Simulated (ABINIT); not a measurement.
Planning a run of ABINIT 10.8.3 on CaAlSiH (P3m1). The input:

```
acell 3*1.0 Angstrom
rprim 
  4.143280229474 0.000000000031 0.000000000000
  -2.071640114764 3.588185933707 0.000000000000
  0.000000000000 0.000000000000 4.698226000000
ntypat 4
znucl 20 13 14 1
natom 4
typat 1 2 3 4
xred 
  0.000000000000 0.000000000000 0.999921000000
  0.666666666667 0.333333333333 0.457112000000
  0.333333333333 0.666666666667 0.565892000000
  0.666666666667 0.333333333333 0.083775000000
pp_dirpath "pseudos"
pseudos "Ca.upf, Al.upf, Si.upf, H.upf"
ecut 32
ngkpt 3 3 4
nshiftk 1
shiftk 0 0 0
kptopt 1
chksymbreak 0
istwfk *1
occopt 1
irdwfk 1
optdriver 4
nband 55
gwcalctyp 10
ecutsigx 32
symsigma 1
nkptgw 10
kptgw 
  0.0000000000 0.0000000000 0.0000000000
  0.3333333333 0.0000000000 0.0000000000
  0.3333333333 0.3333333333 0.0000000000
  0.0000000000 0.0000000000 0.2500000000
  0.3333333333 0.0000000000 0.2500000000
  -0.3333333333 0.0000000000 0.2500000000
  0.3333333333 0.3333333333 0.2500000000
  0.0000000000 0.0000000000 0.5000000000
  0.3333333333 0.0000000000 0.5000000000
  0.3333333333 0.3333333333 0.5000000000
bdgw 
  1 14
  1 14
  1 14
  1 14
  1 14
  1 14
  1 14
  1 14
  1 14
  1 14
ecuteps 3.9
irdscr 1
ppmodel 1
irdqps 1
indata_prefix "in"
outdata_prefix "out"
tmpdata_prefix "tmp"
```

```sh
OMP_NUM_THREADS=1 mpirun -n 4 abinit run.abi > log
```

**Question.** How long will it take on 4 MPI ranks of Arm Neoverse V2, shared host, and how much memory?

It took 46 s; on shared hardware allow 23 s to 93 s. Peak host memory was 1.1 GiB.

[Paths, hosts, dates, memory and timing lines, banners, echoed tables and standing remarks are left out of the program output.]

[Logs are printed without paths, hosts, clocks, repeated set-up lines and the standing remarks that a program may print on its own settings, such as how far it seeks lower states.]

[Runs of the session that timed out or met a known fault of the program may be left out.]

[Hosts, paths, dates, database ids (printed as entryN), source tags and the programs' standing remarks are cut or masked in the printed files.]

[G0W0 gaps are taken among the corrected bands and points alone; a level outside them can change the order at an edge.]

[Where Ansatz stands beside ABINIT at settings called matched, ABINIT's density can come from a denser mesh and the files from another edition; pairs whose starting gaps differed by over 0.03 eV were left out, so agreement reads better than it is.]
